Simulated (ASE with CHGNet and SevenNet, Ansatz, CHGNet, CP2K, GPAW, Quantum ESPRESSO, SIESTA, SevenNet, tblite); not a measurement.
**Machine-learned potentials on glassy 76SiO2-24MgO (mol %) (94 atoms): settings against a plane-wave reference**

How do the settings of machine-learned potentials change the result for glassy 76SiO2-24MgO (mol %) (94 atoms)? A plane-wave run serves as the yardstick.

Method: the method is named at each step, in ASE with CHGNet and SevenNet.

## (1) The structure

The cell holds 94 atoms: 26 Si, 8 Mg and 60 O. Cell: a = 10.793 Å, b = 10.793 Å, c = 10.793 Å, α = 90.0°, β = 90.0°, γ = 90.0°. 94 atoms (26 Si, 8 Mg, 60 O) placed at random at 2.34 g/cm³, melted at 4000 K for 10 ps at fixed volume with the Morse and Coulomb pair potential with partial charges (Pedone, Malavasi, Menziani, Cormack and Segre, J. Phys. Chem. B 110, 11780 (2006)). Quenched from 4000 K to 300 K at 50 K/ps and fixed volume, held 10 ps at zero pressure. Then every atom was moved at random, 0.05 Å r.m.s. a Cartesian component.

The yardstick, on the same geometry:

| Item | Value |
| --- | --- |
| method | Kohn-Sham DFT, PBE, SSSP efficiency 1.3.0 pseudopotentials, plane waves (Quantum ESPRESSO 7.5); sssp-pbe-1.3.0-efficiency, cutoffs 60/480 Ry, Γ point |
| r.m.s. force component | 2.817 eV/Å |
| longest force | 15.85 eV/Å |
| pressure | 5.792 GPa |
| gap (highest filled to lowest empty level) | 1.872 eV |
| time | 3.4 min on 4 MPI ranks of Arm Neoverse V1, shared host |
| CPU time | 13 min |

## (2) CHGNet 0.3.0 potential

Method: machine-learned interatomic potential CHGNet 0.3.0, trained on PBE(+U) plane-wave data.

Input file run.py:

```python
import numpy as np
from ase.io import read
import mlip  # loads the published weights by name

atoms = read("structure.xyz")
atoms.calc = mlip.calc("chgnet-0.3.0")
energy = atoms.get_potential_energy()
forces = atoms.get_forces()
print(f"energy {energy:.6f} eV")
print("forces (eV/A)")
for i, (a, f) in enumerate(zip(atoms, forces)):
    print(f"{i:4d} {a.symbol:2s} {f[0]:10.5f} {f[1]:10.5f} {f[2]:10.5f}")
stress = -atoms.get_stress(voigt=False) * 160.21766
print("stress (GPa, compression positive)")
for row in stress:
    print(" ".join(f"{x:10.4f}" for x in row))
```

Input file structure.xyz:

```xyz
94
Lattice="10.79285 0.00000 0.00000 0.00000 10.79285 0.00000 0.00000 0.00000 10.79285" Properties=species:S:1:pos:R:3 pbc="T T T"
Si 4.18104 3.43277 8.21811
Si 2.12004 4.95327 9.93978
Si 1.86727 1.24398 8.39295
Si 1.22445 10.74720 3.00915
Si 0.41326 4.95554 7.09285
Si 9.47396 1.92739 9.01052
Si 7.88666 10.51990 8.37234
Si 8.59888 2.74160 2.44555
Si 0.74384 3.73497 1.78158
Si 7.43627 3.41270 5.06023
Si 7.14692 3.81937 8.19825
Si 3.30175 3.03765 3.36133
Si 7.43390 10.78368 3.27908
Si 5.83073 3.63071 1.36400
Si 1.73063 9.18256 7.17401
Si 3.15378 5.16524 5.68783
Si 0.09908 6.62314 3.10478
Si 2.47038 10.51990 0.30932
Si 6.49287 6.85961 8.66374
Si 9.21709 8.36457 9.61265
Si 5.74039 6.66566 0.88728
Si 8.33445 7.96296 1.59918
Si 10.14204 7.38879 6.12991
Si 1.52870 7.89292 9.74864
Si 7.64058 9.15061 5.56123
Si 5.17863 1.07000 4.62776
Mg 2.77916 7.88580 4.37510
Mg 9.61373 10.72777 1.08036
Mg 4.72284 9.05175 6.49352
Mg 5.78518 6.45445 5.02234
Mg 10.46799 2.06446 5.14733
Mg 5.36653 0.66106 10.30814
Mg 2.82568 7.56741 1.30960
Mg 4.50256 9.80142 2.39968
O 6.29730 8.63784 4.99504
O 5.85890 0.29367 3.48318
O 3.99854 10.50781 0.59145
O 2.21707 0.60354 9.83272
O 2.84402 8.73919 6.06170
O 3.76746 1.65735 4.07829
O 6.13671 2.44857 4.86337
O 5.61951 5.22266 1.00805
O 2.98789 2.31895 7.96750
O 0.41995 5.06401 2.65796
O 1.80143 8.97415 0.15132
O 8.51783 2.88083 4.02260
O 1.09429 4.79408 8.72203
O 9.34855 9.62075 8.74739
O 10.63862 7.72315 9.79332
O 10.19601 6.16822 7.10796
O 4.01634 4.37143 6.88033
O 2.05075 6.54565 10.44942
O 5.80709 2.84305 8.38227
O 10.67229 6.81698 4.61438
O 8.03668 10.34246 4.61524
O 4.52620 7.81759 1.64213
[... 34 atom lines left out ...]
O 1.57468 10.69312 7.42332
O 0.28752 1.89263 8.60946
O 1.63048 7.29553 2.75498
O 5.87811 7.47383 7.47934
```

The run is started by

```sh
> OMP_NUM_THREADS=1 python run.py > output.txt
```

The log of the run:

```text
CHGNet v0.3.0 initialized with 412,525 parameters
CHGNet will run on cpu
energy -724.943481 eV
forces (eV/A)
   0 Si   -0.37707    1.22696   -1.77781
   1 Si   -4.74791   -1.25869    0.32424
   2 Si   -4.05425    0.27957    0.08723
   3 Si   -0.95659   -1.45016    3.27895
   4 Si    3.87809   -4.17412    1.02592
   5 Si    1.02157    2.64980    2.39743
   6 Si    1.66342   -3.27869   -1.68029
   7 Si   -1.47767   -0.56932   -3.35438
   8 Si    2.03164    2.80936    2.47379
   9 Si   -5.59704    4.43147    1.18377
  10 Si    4.81006   -6.69223   -1.93383
  11 Si    6.07036    0.99327    3.55552
  12 Si    0.60069   -4.08515   -1.66628
  13 Si   -7.32481   -3.28343   -0.60901
  14 Si   -1.73787   -1.12091   -6.96345
  15 Si    4.93861   -4.44671   -0.53147
  16 Si    2.97361   -0.59368   -3.54320
  17 Si   -2.04601    0.09238    0.98298
  18 Si    2.92786   -1.44101    6.47140
  19 Si    0.77825    0.16186    0.49162
  20 Si   -1.01676    9.11677   -0.69225
  21 Si    9.78432    9.70634    5.22796
  22 Si   -0.92922    1.92082   -4.60161
  23 Si   -6.08284   -0.81963    3.44748
[...]
86 O     0.45355    2.80695   -2.69115
  87 O    -1.06419    0.49867   -0.37815
  88 O     0.47691   -0.55934    1.59611
  89 O    -3.80369   -2.72400    0.16051
  90 O     0.53069    4.04639    0.80119
  91 O     2.14081   -0.17388   -1.55411
  92 O    -1.26494   -0.76320    0.70188
  93 O    -3.66987    2.60474   -5.31727
stress (GPa, compression positive)
    3.6671     2.3110     1.5245
    2.3110     6.0155    -1.4783
    1.5245    -1.4783     7.8302
```

Wall time 4.5 s (1 thread of Arm Neoverse V1, shared host); peak memory 1.2 GiB.

Banners, paths, timers and routine set-up lines are dropped from the logs unmarked, and long logs keep their key lines alone; longer cuts are marked.

Numbers from this run, and their distance from the reference:

| Quantity | Value |
| --- | --- |
| r.m.s. force component | 2.757 eV/Å |
| r.m.s. difference of force components | 207.2 meV/Å |
| longest difference of force vectors | 1216 meV/Å |
| force difference over r.m.s. force | 7.356 % |
| slope of forces against the reference's | 0.9762 |
| correlation of force components | 0.9975 |
| pressure | 5.838 GPa |
| pressure difference | 0.0453 GPa |

Length of the force difference by element (eV/Å):

```
element  atoms  mean  most
     Mg      8  0.31  0.43
      O     60  0.26  0.96
     Si     26  0.41   1.2
```

The surroundings of Si22, which bears the longest force, nearest first, numbered as they follow in the input and with coordinates relative to it.

```
atom      x      y      z  distance (Å)  bonds     Fx     Fy  Fz (eV/Å)
Si22   0.00   0.00   0.00          0.00      4   9.78   9.71       5.23
 O70  -1.08  -0.83  -0.31          1.39      2  -9.78  -7.52      -2.48
 O88   1.28  -0.82   0.65          1.65      2  -1.06   0.50      -0.38
 O67   0.67   0.86  -1.26          1.67      3  -1.29   1.06       3.23
 O63  -0.72   1.32   1.01          1.81      2   0.50  -1.91      -3.66
Si20   0.88   0.40  -2.78          2.94      4   0.78   0.16       0.49
Si21  -2.59  -1.30  -0.71          2.99      4  -1.02   9.12      -0.69
Mg28   1.28   2.76  -0.52          3.09      4   0.25  -0.19       0.12
Si17   2.56  -1.34   1.51          3.26      4   2.97  -0.59      -3.54
 O78   2.28   2.00   1.20          3.26      2  -0.89   0.26      -1.99
 O84  -0.36  -0.34  -3.28          3.32      2  -3.83  -4.03      -1.17
Si13  -0.90   2.82   1.68          3.40      4   0.60  -4.09      -1.67
 O49   2.30  -0.24  -2.60          3.48      2   4.36  -1.88      -0.81
```

Atoms are counted from 1 here, from 0 in the log.

Forces lie 7.4 % from the reference's, at 0.0056 times its CPU time (on 1 against 4 cores).

## (3) SevenNet l3i5 potential

Method: machine-learned interatomic potential SevenNet l3i5, trained on PBE(+U) plane-wave data.

run.py, as its differences from that of step 2:

```diff
@@ -5,3 +5,3 @@
 atoms = read("structure.xyz")
-atoms.calc = mlip.calc("chgnet-0.3.0")
+atoms.calc = mlip.calc("7net-l3i5")
 energy = atoms.get_potential_energy()
```

structure.xyz is that of step 2.

The log of the run:

```text
energy -683.284363 eV
forces (eV/A)
   0 Si   -0.25691    1.44992   -1.71355
   1 Si   -4.67403   -1.30696    0.56995
   2 Si   -4.13726   -0.00942   -0.04032
   3 Si   -1.03243   -1.80511    3.10174
   4 Si    3.61981   -3.83082    0.66715
   5 Si    1.05540    2.62832    2.62366
   6 Si    1.70179   -3.44411   -1.81261
   7 Si   -1.41595   -0.78083   -3.22516
   8 Si    1.90459    2.31360    2.61370
   9 Si   -5.49401    4.55386    1.06530
  10 Si    4.82318   -6.57621   -1.99723
  11 Si    5.94763    0.79850    3.59455
  12 Si    0.97466   -3.58999   -1.82594
  13 Si   -7.11936   -3.03349   -0.44291
  14 Si   -1.74608   -1.28231   -7.06876
  15 Si    4.78452   -4.45136   -0.78685
  16 Si    2.70741   -0.27840   -3.42843
  17 Si   -2.14989    0.46404    1.27254
  18 Si    2.78437   -1.31910    6.15518
  19 Si    0.75832   -0.06012    0.66183
  20 Si   -0.76136    8.98742   -0.72598
  21 Si   10.24788    9.75476    5.17838
  22 Si   -1.05365    1.93524   -4.68416
  23 Si   -6.40102   -0.67109    3.25437
[...]
86 O     0.50807    2.65750   -2.60107
  87 O    -1.06218    0.42180   -0.40727
  88 O     0.48407   -0.57225    1.54836
  89 O    -3.83681   -2.57940    0.18919
  90 O     0.55676    4.16057    0.94598
  91 O     2.13110   -0.11501   -1.46878
  92 O    -1.07119   -0.77359    0.67777
  93 O    -3.64393    2.60308   -5.09924
stress (GPa, compression positive)
    2.8297     2.3847     1.5380
    2.3847     5.8868    -1.3526
    1.5380    -1.3526     7.7910
```

Run time: 11 s. Hardware: 1 thread; peak memory 1.6 GiB.

Against the reference:

```yaml
r_m_s_force_component: 2.742 eV/Å
r_m_s_difference_of_force_components: 125.5 meV/Å
longest_difference_of_force_vectors: 863.1 meV/Å
force_difference_over_r_m_s_force: 4.455 %
slope_of_forces_against_the_reference_s: 0.9728
correlation_of_force_components: 0.9993
pressure: 5.503 GPa
pressure_difference: -0.2898 GPa
```

Against the first run (7.4 %), the force difference from the reference is 4.5 %, at 2.6 times the CPU time.

## (4) CHGNet r2SCAN potential

Method: machine-learned interatomic potential CHGNet r2SCAN, trained on r2SCAN plane-wave data.

run.py, as its differences from that of step 3:

```diff
@@ -5,3 +5,3 @@
 atoms = read("structure.xyz")
-atoms.calc = mlip.calc("7net-l3i5")
+atoms.calc = mlip.calc("chgnet-r2scan")
 energy = atoms.get_potential_energy()
```

structure.xyz is that of step 3.

The log of the run:

```text
CHGNet vr2scan initialized with 412,525 parameters
CHGNet will run on cpu
energy -880.459167 eV
forces (eV/A)
   0 Si   -0.45045    1.08907   -1.84685
   1 Si   -4.50471   -0.98123    0.39035
   2 Si   -3.52750    0.18481    0.16023
   3 Si   -0.94320   -1.27962    2.79297
   4 Si    3.57106   -4.07238    0.87860
   5 Si    1.09359    2.45212    2.45352
   6 Si    1.38199   -3.09939   -1.63980
   7 Si   -1.05549   -0.82348   -3.04518
   8 Si    1.70014    2.58723    2.25236
   9 Si   -5.12352    3.80645    1.37791
  10 Si    4.39620   -6.60606   -1.85212
  11 Si    5.68933    0.69933    3.61796
  12 Si    0.61084   -3.71114   -1.80517
  13 Si   -6.94295   -2.98264   -0.55031
  14 Si   -1.62616   -1.00097   -6.61805
  15 Si    4.84945   -4.22003   -1.05027
  16 Si    2.51507   -0.72953   -3.42628
  17 Si   -1.91276    0.03001    0.92182
  18 Si    2.67602   -1.34215    5.91848
  19 Si    0.85506    0.11970    0.59902
  20 Si   -1.25213    8.82559   -0.63048
  21 Si    9.48734    9.38586    5.03487
  22 Si   -0.82786    2.08618   -4.29918
  23 Si   -5.53563   -0.70868    3.38351
[...]
86 O     0.51722    2.66185   -2.74042
  87 O    -0.84198    0.52838   -0.19824
  88 O     0.22360   -0.46717    1.20638
  89 O    -3.92652   -2.51583    0.35936
  90 O     0.59785    3.96145    1.09423
  91 O     1.81274   -0.26946   -1.32705
  92 O    -1.37175   -0.73932    0.65612
  93 O    -3.04632    2.13911   -4.39697
stress (GPa, compression positive)
   -0.7928     2.1013     1.4336
    2.1013     1.5479    -1.4037
    1.4336    -1.4037     3.0870
```

Wall time 4.1 s (1 thread); peak memory 1.2 GiB.

Numbers from this run, and their distance from the reference:

* r.m.s. force component: 2.606 eV/Å
* r.m.s. difference of force components: 344.9 meV/Å
* longest difference of force vectors: 1652 meV/Å
* force difference over r.m.s. force: 12.24 %
* slope of forces against the reference's: 0.9203
* correlation of force components: 0.9949
* pressure: 1.281 GPa
* pressure difference: -4.512 GPa

Against the first run (7.4 %), the force difference from the reference is 12 %, at 0.92 times the CPU time; this potential was trained at another functional than the reference's.

## (5) The ladder

Differences are against the plane-wave reference, forces as r.m.s. over components; share is that over the reference's r.m.s. force, slope the least-squares factor from reference forces to these. Total energies of different programs have different zeros and aren't compared.

```
                    run  Δ force, r.m.s. (meV/Å)  share (%)  slope  Δ pressure (GPa)  cores  CPU time  memory (GiB)
              reference                        -          -      -                 -      4    13 min           4.2
 CHGNet 0.3.0 potential                      207       7.36  0.976            0.0453      1     4.5 s           1.2
SevenNet l3i5 potential                      126       4.46  0.973            -0.290      1      11 s           1.6
CHGNet r2SCAN potential                      345       12.2  0.920             -4.51      1     4.1 s           1.2
```

Times of the machine-learned potentials are mostly Python's start and the loading of weights.

CPU time is summed over cores on a shared host, where runs went side by side, so it is rough. Symmetry, cutoffs, thresholds, outputs and thread counts weren't matched or tuned between programs; memory under MPI is the largest rank's times the ranks.

## (6) Summary of results

| Item | Value |
| --- | --- |
| nearest in forces | SevenNet l3i5 potential, 4.5 % |
| its CPU time | 11 s |

Machine-learned potentials differ by 4.5 % (SevenNet l3i5 potential) to 12 % (CHGNet r2SCAN potential); they were trained on other programs' data, some at another functional. Forces of 2.8 eV/Å r.m.s. are well above thermal ones: they come largely from the bond lengths of the classical model and from the random displacements, and they dominate the comparison. The reference's pressure holds the uncorrected Pulay stress of its 60 Ry basis, so small pressure differences, and their order, may be the reference's own error. Machine-learned potentials mimic data converged in k, so the reference's own k-point error enters their differences. The quench rate of 50 K/ps is many orders above laboratory rates, so the cell is likely richer in defects and strain than a real sample. The network of bonds at the start is that of the classical potential that made the cell, and needn't be the one that DFT or experiment would give. The reference's stress is far from hydrostatic: its diagonal is 3.2, 6.1, 8.1 GPa, compression counted positive. The electronic-structure runs sample only Γ, in a cell whose shortest periodic width is 11 Å.

[Also dropped from logs without a mark: logging warnings of Python, and SIESTA's first energy breakdown and zero terms.]

[Logs are printed without paths, hosts, clocks, repeated set-up lines and the standing remarks that a program may print on its own settings, such as how far it seeks lower states.]

[Hosts, paths, dates, database ids (printed as entryN), source tags and the programs' standing remarks are cut or masked in the printed files.]
